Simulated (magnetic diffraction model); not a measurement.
# Moment size from magnetic intensity in Nd₂Ga₂Co₆Rh₉

Space group R-3m (no. 166), a = 8.6710 Å, c = 12.8010 Å.

```
site  atom       x       y       z
  6c    Nd     1/3     2/3  0.0153
 18h    Rh  0.9970  0.4985  0.1436
  9d    Rh     1/3     1/6     1/6
  6c    Ga     1/3     2/3  0.7779
 18f    Co  0.7139  0.7139       0
```

The compound is invented for this exercise: a known structure type with other elements, its cell scaled to their sizes and not relaxed.

Only Nd is taken to order (form factors of Nd3+); orders and moment sizes are assumed, and not adapted to the symmetry. Radiation: neutrons of λ = 2.52 Å, 1.5° to 70°; isotropic B of 0.34 Å² (Nd), 0.38 Å² (Rh), 0.41 Å² (Ga) and 0.5 Å² (Co). The intensities are simulated: I ∝ L Σ (|F_N|² + |F_M⊥|²) for unpolarised neutrons, with F_M = 2.695 fm/μB × Σ f(s) S exp(2πi Q·r) exp(−B s²) at Q = H ± k (one set where k and −k are equivalent), only the part normal to Q counting and L = 1/(sin²θ cos θ). For a modulated order the moment at position r is S exp(−2πi k·r) + c.c., with S = m/2 for a sine wave of amplitude m and S = m(u + iv)/2 for moments turning in a plane, u and v being orthogonal unit vectors in it; the phase factor of the sum at Q = H + k is then exp(2πi H·r). Form factors are spin-only for 3d ions and dipole or tabulated for f ions, scattering lengths are Sears's of 1992, and absorption is left out. A label names one of the reflections at its angle. The strongest nuclear line in the range is 100, and lines under 0.2 are left out.

In a first state the assumed order is k = (1/3 1/3 1/2), moments turning in the plane of [100] and [010], 2.7 μB on Nd; signs + at (1/3, 2/3, 0.0153), − at (1/3, 2/3, 0.3180), with this pattern:

```
2θ (°)           index  nuclear  magnetic
 12.48  (2/3 -1/3 1/2)      0.0      14.8
 20.34  (1/3 -2/3 3/2)      0.0      18.4
 22.43         (1 0 1)      5.1       0.0
 23.06  (-4/3 2/3 1/2)      0.0       3.8
 28.20  (2/3 -4/3 3/2)      0.0       7.7
 29.98         (0 1 2)      2.1       0.0
 30.26  (1/3 4/3 -1/2)      0.0       4.3
 30.67  (1/3 1/3 -5/2)      0.0       5.5
 33.79         (1 1 0)      4.8       0.0
 34.35         (0 0 3)     36.6       0.0
 34.41   (4/3 1/3 3/2)      0.0       9.4
 36.50   (2/3 2/3 5/2)      0.0       3.4
 40.94         (0 2 1)      0.7       0.0
 41.31   (5/3 2/3 1/2)      0.0       2.3
 41.62   (1/3 4/3 5/2)      0.0       4.8
 41.94   (1/3 1/3 7/2)      0.0       1.4
```
(The table stops after 16 lines; 34 more lie at higher angle.)

**Question.** Nearer the ordering temperature the line at 20.34° has total intensity 1.6 on the same scale, and all moments have shrunk alike. How large is the Nd moment?

The nuclear part, 0.0, stays, so the magnetic part is 1.6 against 18.4. It goes as m², so m = 2.7 × √(1.6/18.4) = 0.80 μB; the value used was 0.81 μB.

[Logs are printed without paths, hosts, clocks, repeated set-up lines and the standing remarks that a program may print on its own settings, such as how far it seeks lower states.]
